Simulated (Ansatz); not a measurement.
**How Pb(110) screens a field**

Where does the screening charge of Pb(110) sit?

Main program and level: Ansatz 0.2.0; plane-wave DFT, PBE, Ansatz PAW, in the first sound run; inputs show where later runs differ.

### 1. Starting point

The cell holds 6 atoms: 6 Pb. Cell: a = 4.950 Å, b = 3.500 Å, c = 26.750 Å, α = 90.0°, β = 90.0°, γ = 90.0°. Vacuum lies along c.

### 2. Atoms held, field 0

A sawtooth potential applies the field, turning back in the middle of the vacuum. With the dipole correction the typed value is the field outside the slab. The induced dipole is small, so the SCF threshold is tight.

The input, input.yaml:

```yaml
crystal:
  lattice:
    - [4.95, 0.0, 0.0]
    - [0.0, 3.5001785669, 0.0]
    - [0.0, 0.0, 26.7504464172]
  atoms:
    - { symbol: Pb, position: [0.5, 0.5, 0.3364429834] }
    - { symbol: Pb, position: [0.0, 0.0, 0.40186579] }
    - { symbol: Pb, position: [0.5, 0.5, 0.4672885967] }
    - { symbol: Pb, position: [0.0, 0.0, 0.5327114033] }
    - { symbol: Pb, position: [0.5, 0.5, 0.59813421] }
    - { symbol: Pb, position: [0.0, 0.0, 0.6635570166] }
kpoints:
  mp_grid: { grid: [10, 14, 1] }
hamiltonian:
  xc: pbe
scf:
  occupations: { method: fermi_dirac, width: 0.1 }
  convergence: { dr2_threshold: 1.0e-10 }
efield:
  axis: 3
  dipole_correction: true
  ramp_position: 0.97
  ramp_width: 0.06
  amplitude: 0
output:
  forces: true
  write_potential: true
  write_density: true
  volumetric_format: npy
```

Command:

```bash
$ ansatz run input.yaml --threads 2 --pin off --max-ram 3072MiB --backend cpu --events-out ev --progress --plain --runs-dir out
```

Numbers of over 12 decimals in the logs are rounded to 6 here.

The log of the run:

```text
Engine: ansatz 0.2.0, aarch64-unknown-linux-gnu
Pseudopotentials: kind: paw
Pseudopotential: Pb, paw, valence charge 14, recommended cutoff 420 eV (normal), Pb.paw.azcp
Functional definition: PBE
  parameter kappa = 0.804
  parameter beta = 0.066725
  exchange = pbe_x(kappa = kappa, mu = beta*pi^2/3)
  correlation = pbe_c(beta = beta)
Crystal: 6 atoms, lattice volume = 463.475 Å³
Basis set: ecut = 420 eV, 9055 PW (Γ), exchange–correlation on 72×48×360 points (8 copies of the dense FFT grid, shifted against one another)
Bands: 51, of which v1, the nominal top of the filled ones, is band 42 counted from 1 (41 counted from 0)
Symmetry: 4 space group operations
k-points: 48 of 140
Non-local potential: Pb, projectors of the file, l = 0: 2, l = 1: 2, l = 2: 2, l = 3: 2
PAW form: soft (Blöchl's): semilocal exchange-correlation on the pseudo side does not see the compensation charge
PAW one-centre angular grid: Pb, 590 points (default); XC on 64 Gauss nodes
Initial density: superposition of atomic densities (neutral atoms: chi_scale 0, normalization atom), corrected by the library's trained network
Initial wavefunctions: pseudopotential atomic-orbital guess
Functional: x = pbe(κ = 0.804, μ = 0.219515), c = pbe(β = 0.066725)
SCF iter   1: F=—  HF=-71437.725679 eV  |F-HF|=—  |Δ(HF+E_count)|=         —  Δρ=7.63e-4  dr2=1.95e-2  ethr=1.77e-3  p=0.000 e·Å  D=1.95e-14 V/Å  ΔV_dip=-0.00 eV  dr2_dipole=8.60e-11  V_vac-E_F(+/−)=3.58/3.58 eV  ⟨swp⟩=9.5  Hψ=10531  notcnv=0
efield: sawtooth ramp at fractional position 0.9700 (set: `efield.ramp_position`, or a place that a band, a saddle search or an elastic batch's reference lends), width 0.0600; the density the first Hamiltonian is built on has a dipole p = 0.000 e·Å; the dipole correction subtracts the counter field D = 1.95e-14 V/Å, which shifts the + side's vacuum level by -0.00 eV against the − side's; the planar-averaged density in the ramp window peaks in size at 8.8e-6 e/Å³
preconditioner: auto → LDOS  [metal: Δε(μ)=0.011 eV  Ē_g=15.707 eV  σ=0.100 eV  W_gap=0.03  n_scr=60 (ndim 8)  ℏωp=15.8 eV  f_vac=0.547  D(μ)=3.29/eV (n_scr^D=8)  β→1.0]
SCF iter   2: F=—  HF=-71437.727972 eV  |F-HF|=—  |Δ(HF+E_count)|=   2.29e-3  Δρ=3.47e-4  dr2=1.16e-3  ethr=2.32e-5  p=0.000 e·Å  D=6.50e-6 V/Å  ΔV_dip=-0.00 eV  dr2_dipole=5.18e-10  V_vac-E_F(+/−)=3.71/3.71 eV  ⟨swp⟩=3.1  Hψ=5339  notcnv=0  defer=16
SCF iter   3: F=—  HF=-71437.728070 eV  |F-HF|=—  |Δ(HF+E_count)|=   9.78e-5  Δρ=2.05e-4  dr2=3.04e-4  ethr=1.38e-6  p=0.000 e·Å  D=1.58e-6 V/Å  ΔV_dip=-0.00 eV  dr2_dipole=1.91e-11  V_vac-E_F(+/−)=3.72/3.72 eV  ⟨swp⟩=2.0  Hψ=4572  notcnv=0  defer=16
SCF iter   4: F=—  HF=-71437.727988 eV  |F-HF|=—  |Δ(HF+E_count)|=   8.20e-5  Δρ=3.22e-5  dr2=8.60e-6  ethr=3.61e-7  p=0.000 e·Å  D=9.98e-7 V/Å  ΔV_dip=-0.00 eV  dr2_dipole=1.09e-11  V_vac-E_F(+/−)=3.73/3.73 eV  ⟨swp⟩=2.0  Hψ=4374  notcnv=0  defer=16
SCF iter   5: F=—  HF=-71437.727983 eV  |F-HF|=—  |Δ(HF+E_count)|=   5.47e-6  Δρ=1.59e-5  dr2=2.01e-6  ethr=1.02e-8  p=0.000 e·Å  D=2.64e-7 V/Å  ΔV_dip=-0.00 eV  dr2_dipole=1.38e-12  V_vac-E_F(+/−)=3.73/3.73 eV  ⟨swp⟩=2.0  Hψ=4520  notcnv=0  defer=16
SCF iter   6: F=—  HF=-71437.728034 eV  |F-HF|=—  |Δ(HF+E_count)|=   5.17e-5  Δρ=2.63e-6  dr2=5.92e-8  ethr=2.39e-9  p=0.000 e·Å  D=6.21e-8 V/Å  ΔV_dip=-0.00 eV  dr2_dipole=7.18e-15  V_vac-E_F(+/−)=3.73/3.73 eV  ⟨swp⟩=2.0  Hψ=4472  notcnv=0  defer=16
SCF iter   7: F=—  HF=-71437.728034 eV  |F-HF|=—  |Δ(HF+E_count)|=   5.74e-8  Δρ=1.08e-6  dr2=1.10e-8  ethr=7.05e-11  p=0.000 e·Å  D=3.75e-8 V/Å  ΔV_dip=-0.00 eV  dr2_dipole=7.35e-16  V_vac-E_F(+/−)=3.73/3.73 eV  ⟨swp⟩=2.1  Hψ=4540  notcnv=0  defer=16
SCF iter   8: F=—  HF=-71437.728034 eV  |F-HF|=—  |Δ(HF+E_count)|=   2.81e-9  Δρ=3.04e-7  dr2=6.17e-10  ethr=1.31e-11  p=0.000 e·Å  D=1.02e-8 V/Å  ΔV_dip=-0.00 eV  dr2_dipole=2.11e-14  V_vac-E_F(+/−)=3.73/3.73 eV  ⟨swp⟩=2.0  Hψ=4454  notcnv=0  defer=16
SCF iter   9: F=-71437.728034 eV  HF=-71437.728034 eV  |F-HF|=2.33e-10  |Δ(HF+E_count)|=   2.08e-9  Δρ=7.83e-8  dr2=2.77e-11  ethr=1.00e-12  p=0.000 e·Å  D=2.56e-9 V/Å  ΔV_dip=-0.00 eV  dr2_dipole=1.20e-19  V_vac-E_F(+/−)=3.73/3.73 eV  ⟨swp⟩=12.5  Hψ=15895  notcnv=0
SCF 1 converged in 9 iterations: F = -71437.728034 eV  dr2 = 2.77e-11
  greatest PAW one-centre occupation: 0.979 electrons in one spin orbital (limit 2), on the Pb atom at site 0 (counted from 0), in its partial waves of l = 2
SCF converged after 9 iterations
Free energy (F): -71437.728034 eV
Harris-Foulkes:  -71437.728034 eV  (|F-HF|=2.33e-10)
Internal energy: -71437.616392 eV  (E = F + TS)
E sigma→0 (E₀):  -71437.672213 eV
Entropy (-TS):   -0.111642 eV (-18.607 meV/atom)
Fermi energy:    2.044321 eV
Dipole field:    D = 0.000000 V/Å  (p = 0.000000 e·Å, saw-weighted, corrected)
Work function:   Φ+ = 3.7329 eV   Φ− = 3.7329 eV
Levels:          The Fermi level and band energies are counted from a zero that moves with the ramp; work functions are not
--- Per-component energies (eV) ---
  E_band       = -965.568692
  E_kinetic    = 1730.099472
  E_local      = -67333.186995  (includes V_loc(G=0)·N_el)
  E_nonlocal   = 2097.173252
  E_hartree    = 32670.194232
  E_xc         = -1322.118934
  E_vxc        = -791.437839  (∫ρ·V_xc dr)
  E_paw        = -62433.436669  (= ΣΔE_a)
  E_vpaw       = -2008.605423  (= ΣTr[D̂ρ^β])
  E_aug_tail   = 0.000293  (compensation charges beyond the density's cutoff)
  E_efield     = 0.000000  (sawtooth field / dipole correction)
  E_vefield    = 0.000000  (∫n·V_field dr)
  E_ewald      = 23153.658956
  E_smearing   = -0.111642  (= −TS)
  E_closure    = 0.000000  (closes the sum)
  Σ components = -71437.728034   (vs F -71437.728034, Δ=0.00e0)
--- Forces (eV/Å), atoms counted from 1 ---
  atom   1  Pb     0.00000000     0.00000000     0.19485113
  atom   2  Pb     0.00000000     0.00000000    -0.29683741
  atom   3  Pb     0.00000000     0.00000000    -0.05864529
  atom   4  Pb     0.00000000     0.00000000     0.05864529
  atom   5  Pb     0.00000000     0.00000000     0.29683741
  atom   6  Pb     0.00000000     0.00000000    -0.19485112
  max |Σ_I F_I| component: 5.41e-9 eV/Å
--- Band table (eV; the first three rows and the last of 48) ---
  k-point 0: bands = [... 38 lower, 0.5628, 1.0393, 1.6846, 1.7212, 2.9042, 3.4388, 3.6094, 4.4333, ... 5 higher]
  k-point 1: bands = [... 38 lower, 0.5921, 1.0665, 1.7497, 1.7628, 2.9590, 3.4682, 3.6590, 3.8087, ... 5 higher]
  k-point 2: bands = [... 38 lower, 0.6490, 1.1063, 1.8526, 1.9420, 2.6872, 3.0444, 3.5288, 3.6340, ... 5 higher]
  k-point 47: bands = [... 38 lower, -0.8770, -0.8770, 0.3308, 0.3308, 1.4678, 1.4678, 2.9055, 2.9055, ... 5 higher]
```

Run time: 2 min. Hardware: 2 threads of Arm Neoverse N1, shared host; peak memory 1.1 GiB; 4 min of CPU time.

Numbers from this step:

- energy at zero smearing: -71437.6722 eV
- work function, upper face: 3.733 eV
- dipole along the normal: 7.33e-9 e·Å

Running mean over 1.75 Å of the planar mean; the ramp of the sawtooth is left out. The electron's electrostatic potential energy less the Fermi level by z:

| z (Å) | electron's electrostatic potential energy less the Fermi level (eV) |
| --- | --- |
| 3.5 | 3.73 |
| 4.0 | 3.73 |
| 4.5 | 3.73 |
| 5.0 | 3.73 |
| 5.5 | 3.72 |
| 6.0 | 3.69 |
| 6.5 | 3.59 |
| 7.0 | 3.27 |
| 7.5 | 2.11 |
| 8.0 | -0.288 |
| 8.5 | -2.91 |
| 9.0 | -4.76 |
| 9.5 | -5.31 |
| 10.0 | -5.43 |
| 10.5 | -5.44 |
| 11.0 | -5.47 |
| 11.5 | -5.51 |
| 12.0 | -5.55 |
| 12.5 | -5.56 |
| 13.0 | -5.56 |
| 13.5 | -5.56 |
| 14.0 | -5.56 |
| 14.5 | -5.56 |
| 15.0 | -5.53 |
| 15.5 | -5.49 |
| 16.0 | -5.45 |
| 16.5 | -5.44 |
| 17.0 | -5.39 |
| 17.5 | -5.14 |
| 18.0 | -4.02 |
| 18.5 | -1.62 |
| 19.0 | 1.00 |
| 19.5 | 2.88 |
| 20.0 | 3.48 |
| 20.5 | 3.65 |
| 21.0 | 3.71 |
| 21.5 | 3.72 |
| 22.0 | 3.73 |
| 22.5 | 3.73 |
| 23.0 | 3.73 |
| 23.5 | 3.73 |

Force by atom:

| atom | x (eV/Å) | y (eV/Å) | z (eV/Å) | size |
| --- | --- | --- | --- | --- |
| Pb1 | 0.000 | 0.000 | 0.195 | 0.195 |
| Pb2 | 0.000 | 0.000 | -0.297 | 0.297 |
| Pb3 | 0.000 | 0.000 | -0.059 | 0.059 |
| Pb4 | 0.000 | 0.000 | 0.059 | 0.059 |
| Pb5 | 0.000 | 0.000 | 0.297 | 0.297 |
| Pb6 | 0.000 | 0.000 | -0.195 | 0.195 |

The work function of the upper face is 3.73 eV.

### 3. Single point, field 0.05 V/Å

Edit input.yaml of step 2 so:

```diff
@@ -24,3 +24,3 @@
   ramp_width: 0.06
-  amplitude: 0
+  amplitude: 0.05
 output:
```

The log of the run:

```text
[...]
Crystal: 6 atoms, lattice volume = 463.475 Å³
Basis set: ecut = 420 eV, 9055 PW (Γ), exchange–correlation on 72×48×360 points (8 copies of the dense FFT grid, shifted against one another)
Bands: 51, of which v1, the nominal top of the filled ones, is band 42 counted from 1 (41 counted from 0)
Symmetry: 4 space group operations
k-points: 48 of 140
[...]
k-point 0: bands = [... 38 lower, 0.5625, 1.0390, 1.6843, 1.7208, 2.9039, 3.4381, 3.6091, 4.4330, ... 5 higher]
  k-point 1: bands = [... 38 lower, 0.5918, 1.0662, 1.7494, 1.7624, 2.9587, 3.4676, 3.6587, 3.8084, ... 5 higher]
  k-point 2: bands = [... 38 lower, 0.6486, 1.1060, 1.8523, 1.9417, 2.6868, 3.0441, 3.5283, 3.6337, ... 5 higher]
  k-point 47: bands = [... 38 lower, -0.8774, -0.8772, 0.3301, 0.3309, 1.4669, 1.4681, 2.9043, 2.9062, ... 5 higher]
[key lines of the parts left out:]
SCF converged after 11 iterations
Free energy (F): -71437.729467 eV
Fermi energy:    2.044018 eV
Dipole field:    D = 0.022374 V/Å  (p = 0.057307 e·Å, saw-weighted, corrected)
```

Wall time 2.5 min (2 threads); peak memory 1.1 GiB; 5.1 min of CPU time.

The dipole is 0.0573 e·Å.

### 4. Single point, field -0.05 V/Å

Edit input.yaml of step 3 so:

```diff
@@ -24,3 +24,3 @@
   ramp_width: 0.06
-  amplitude: 0.05
+  amplitude: -0.05
 output:
```

The log of the run:

```text
[...]
Crystal: 6 atoms, lattice volume = 463.475 Å³
Basis set: ecut = 420 eV, 9055 PW (Γ), exchange–correlation on 72×48×360 points (8 copies of the dense FFT grid, shifted against one another)
Bands: 51, of which v1, the nominal top of the filled ones, is band 42 counted from 1 (41 counted from 0)
Symmetry: 4 space group operations
k-points: 48 of 140
[...]
k-point 0: bands = [... 38 lower, 0.5625, 1.0390, 1.6843, 1.7208, 2.9039, 3.4381, 3.6091, 4.4330, ... 5 higher]
  k-point 1: bands = [... 38 lower, 0.5918, 1.0662, 1.7494, 1.7624, 2.9587, 3.4676, 3.6587, 3.8084, ... 5 higher]
  k-point 2: bands = [... 38 lower, 0.6486, 1.1060, 1.8523, 1.9417, 2.6868, 3.0441, 3.5283, 3.6337, ... 5 higher]
  k-point 47: bands = [... 38 lower, -0.8774, -0.8772, 0.3301, 0.3309, 1.4669, 1.4681, 2.9043, 2.9062, ... 5 higher]
[key lines of the parts left out:]
SCF converged after 11 iterations
Free energy (F): -71437.729467 eV
Fermi energy:    2.044018 eV
Dipole field:    D = -0.022374 V/Å  (p = -0.057307 e·Å, saw-weighted, corrected)
```

It took 2.6 min on 2 threads; peak memory 1.1 GiB.

The dipole is -0.0573 e·Å.

### 5. Atoms held, field 0.1 V/Å

Edit input.yaml of step 4 so:

```diff
@@ -24,3 +24,3 @@
   ramp_width: 0.06
-  amplitude: -0.05
+  amplitude: 0.1
 output:
```

The log of the run:

```text
[...]
Crystal: 6 atoms, lattice volume = 463.475 Å³
Basis set: ecut = 420 eV, 9055 PW (Γ), exchange–correlation on 72×48×360 points (8 copies of the dense FFT grid, shifted against one another)
Bands: 51, of which v1, the nominal top of the filled ones, is band 42 counted from 1 (41 counted from 0)
Symmetry: 4 space group operations
k-points: 48 of 140
[...]
k-point 0: bands = [... 38 lower, 0.5615, 1.0381, 1.6834, 1.7197, 2.9029, 3.4362, 3.6082, 4.4321, ... 5 higher]
  k-point 1: bands = [... 38 lower, 0.5908, 1.0653, 1.7485, 1.7613, 2.9577, 3.4657, 3.6579, 3.8075, ... 5 higher]
  k-point 2: bands = [... 38 lower, 0.6477, 1.1052, 1.8512, 1.9408, 2.6859, 3.0432, 3.5266, 3.6326, ... 5 higher]
  k-point 47: bands = [... 38 lower, -0.8784, -0.8780, 0.3288, 0.3305, 1.4654, 1.4678, 2.9026, 2.9062, ... 5 higher]
[key lines of the parts left out:]
SCF converged after 11 iterations
Free energy (F): -71437.733765 eV
Fermi energy:    2.043111 eV
Dipole field:    D = 0.044753 V/Å  (p = 0.114627 e·Å, saw-weighted, corrected)
```

The job ended after 2.3 min (2 threads; peak memory 1.1 GiB).

The dipole is 0.115 e·Å.

### 6. Single point, field -0.1 V/Å

Edit input.yaml of step 5 so:

```diff
@@ -24,3 +24,3 @@
   ramp_width: 0.06
-  amplitude: 0.1
+  amplitude: -0.1
 output:
```

The log of the run:

```text
[...]
Crystal: 6 atoms, lattice volume = 463.475 Å³
Basis set: ecut = 420 eV, 9055 PW (Γ), exchange–correlation on 72×48×360 points (8 copies of the dense FFT grid, shifted against one another)
Bands: 51, of which v1, the nominal top of the filled ones, is band 42 counted from 1 (41 counted from 0)
Symmetry: 4 space group operations
k-points: 48 of 140
[...]
k-point 0: bands = [... 38 lower, 0.5615, 1.0381, 1.6834, 1.7197, 2.9029, 3.4362, 3.6082, 4.4321, ... 5 higher]
  k-point 1: bands = [... 38 lower, 0.5908, 1.0653, 1.7485, 1.7613, 2.9577, 3.4657, 3.6579, 3.8075, ... 5 higher]
  k-point 2: bands = [... 38 lower, 0.6477, 1.1052, 1.8512, 1.9408, 2.6859, 3.0432, 3.5266, 3.6326, ... 5 higher]
  k-point 47: bands = [... 38 lower, -0.8784, -0.8780, 0.3288, 0.3305, 1.4654, 1.4678, 2.9026, 2.9062, ... 5 higher]
[key lines of the parts left out:]
SCF converged after 11 iterations
Free energy (F): -71437.733765 eV
Fermi energy:    2.043111 eV
Dipole field:    D = -0.044753 V/Å  (p = -0.114627 e·Å, saw-weighted, corrected)
```

Elapsed: 2.4 min, on 2 threads; peak memory 1.1 GiB; 4.7 min of CPU time.

The dipole is -0.115 e·Å.

### 7. Atoms held, field 0.2 V/Å

Edit input.yaml of step 6 so:

```diff
@@ -24,3 +24,3 @@
   ramp_width: 0.06
-  amplitude: -0.1
+  amplitude: 0.2
 output:
```

The log of the run:

```text
[...]
Crystal: 6 atoms, lattice volume = 463.475 Å³
Basis set: ecut = 420 eV, 9055 PW (Γ), exchange–correlation on 72×48×360 points (8 copies of the dense FFT grid, shifted against one another)
Bands: 51, of which v1, the nominal top of the filled ones, is band 42 counted from 1 (41 counted from 0)
Symmetry: 4 space group operations
k-points: 48 of 140
[...]
k-point 0: bands = [... 38 lower, 0.5576, 1.0345, 1.6799, 1.7152, 2.8990, 3.4284, 3.6048, 4.4285, ... 5 higher]
  k-point 1: bands = [... 38 lower, 0.5869, 1.0617, 1.7450, 1.7568, 2.9539, 3.4579, 3.6544, 3.8039, ... 5 higher]
  k-point 2: bands = [... 38 lower, 0.6438, 1.1015, 1.8468, 1.9373, 2.6821, 3.0396, 3.5196, 3.6282, ... 5 higher]
  k-point 47: bands = [... 38 lower, -0.8822, -0.8814, 0.3245, 0.3278, 1.4606, 1.4655, 2.8973, 2.9045, ... 5 higher]
[key lines of the parts left out:]
SCF converged after 11 iterations
Free energy (F): -71437.750963 eV
Fermi energy:    2.039449 eV
Dipole field:    D = 0.089551 V/Å  (p = 0.229369 e·Å, saw-weighted, corrected)
```

It took 2.4 min on 2 threads; peak memory 1.1 GiB.

The dipole is 0.229 e·Å.

### 8. Single point, field -0.2 V/Å

Edit input.yaml of step 7 so:

```diff
@@ -24,3 +24,3 @@
   ramp_width: 0.06
-  amplitude: 0.2
+  amplitude: -0.2
 output:
```

The log of the run:

```text
[...]
Crystal: 6 atoms, lattice volume = 463.475 Å³
Basis set: ecut = 420 eV, 9055 PW (Γ), exchange–correlation on 72×48×360 points (8 copies of the dense FFT grid, shifted against one another)
Bands: 51, of which v1, the nominal top of the filled ones, is band 42 counted from 1 (41 counted from 0)
Symmetry: 4 space group operations
k-points: 48 of 140
[...]
k-point 0: bands = [... 38 lower, 0.5576, 1.0345, 1.6799, 1.7152, 2.8990, 3.4284, 3.6048, 4.4285, ... 5 higher]
  k-point 1: bands = [... 38 lower, 0.5869, 1.0617, 1.7450, 1.7568, 2.9539, 3.4579, 3.6544, 3.8039, ... 5 higher]
  k-point 2: bands = [... 38 lower, 0.6438, 1.1015, 1.8468, 1.9373, 2.6821, 3.0396, 3.5196, 3.6282, ... 5 higher]
  k-point 47: bands = [... 38 lower, -0.8822, -0.8814, 0.3245, 0.3278, 1.4606, 1.4655, 2.8973, 2.9045, ... 5 higher]
[key lines of the parts left out:]
SCF converged after 11 iterations
Free energy (F): -71437.750963 eV
Fermi energy:    2.039449 eV
Dipole field:    D = -0.089551 V/Å  (p = -0.229369 e·Å, saw-weighted, corrected)
```

It took 2.4 min on 2 threads; peak memory 1.1 GiB.

The dipole is -0.229 e·Å.

### 9. Single point, field 0.4 V/Å

Edit input.yaml of step 8 so:

```diff
@@ -24,3 +24,3 @@
   ramp_width: 0.06
-  amplitude: -0.2
+  amplitude: 0.4
 output:
@@ -30 +30,2 @@
   volumetric_format: npy
+  elf: true
```

The log of the run:

```text
[...]
Crystal: 6 atoms, lattice volume = 463.475 Å³
Basis set: ecut = 420 eV, 9055 PW (Γ), exchange–correlation on 72×48×360 points (8 copies of the dense FFT grid, shifted against one another)
Bands: 51, of which v1, the nominal top of the filled ones, is band 42 counted from 1 (41 counted from 0)
Symmetry: 4 space group operations
k-points: 48 of 140
[...]
k-point 0: bands = [... 38 lower, 0.5413, 1.0195, 1.6652, 1.6963, 2.8826, 3.3899, 3.5904, 4.2009, ... 5 higher]
  k-point 1: bands = [... 38 lower, 0.5708, 1.0467, 1.7303, 1.7381, 2.9377, 3.4199, 3.6400, 3.7886, ... 5 higher]
  k-point 2: bands = [... 38 lower, 0.6279, 1.0865, 1.8287, 1.9226, 2.6662, 3.0247, 3.4864, 3.6098, ... 5 higher]
  k-point 47: bands = [... 38 lower, -0.8977, -0.8960, 0.3081, 0.3147, 1.4434, 1.4530, 2.8792, 2.8935, ... 5 higher]
[key lines of the parts left out:]
SCF converged after 11 iterations
Free energy (F): -71437.819847 eV
Fermi energy:    2.024207 eV
Dipole field:    D = 0.179495 V/Å  (p = 0.459746 e·Å, saw-weighted, corrected)
```

The job ended after 2.4 min (2 threads; peak memory 1.1 GiB).

Running mean over 1.75 Å of the planar mean, with the applied field; the ramp of the sawtooth is left out. Table of electron's electrostatic potential energy less the Fermi level by z:

z (Å), electron's electrostatic potential energy less the Fermi level (eV) and a bar from the least value:
```
      3.5       2.22 #####################
      4.0       2.42 ######################
      4.5       2.62 ######################
      5.0       2.81 #######################
      5.5       2.99 #######################
      6.0       3.15 ########################
      6.5       3.22 ########################
      7.0       3.05 ########################
      7.5       2.00 #####################
      8.0      -0.33 ##############
      8.5      -2.92 #######
      9.0      -4.75 ##
      9.5      -5.31 #
     10.0      -5.42 
     10.5      -5.44 
     11.0      -5.47 
     11.5      -5.51 
     12.0      -5.55 
     12.5      -5.56 
     13.0      -5.56 
     13.5      -5.56 
     14.0      -5.56 
     14.5      -5.55 
     15.0      -5.52 
     15.5      -5.48 
     16.0      -5.45 
     16.5      -5.44 
     17.0      -5.40 
     17.5      -5.14 #
     18.0      -4.02 ####
     18.5      -1.59 ###########
     19.0       1.09 ##################
     19.5       3.07 ########################
     20.0       3.81 ##########################
     20.5       4.16 ###########################
     21.0       4.40 ###########################
     21.5       4.62 ############################
     22.0       4.82 ############################
     22.5       5.02 #############################
     23.0       5.22 #############################
     23.5       5.42 ##############################
```

The dipole is 0.460 e·Å.

(Continued in part 2 of 2.)

[Logs are printed without paths, hosts, clocks, repeated set-up lines and the standing remarks that a program may print on its own settings, such as how far it seeks lower states.]

[Hosts, paths, dates, database ids (printed as entryN), source tags and the programs' standing remarks are cut or masked in the printed files.]

[Maps of the electrostatic potential energy from Ansatz leave out the sawtooth potential of an applied field or a dipole correction, so their vacuum need not be flat; planar profiles and work functions include it.]
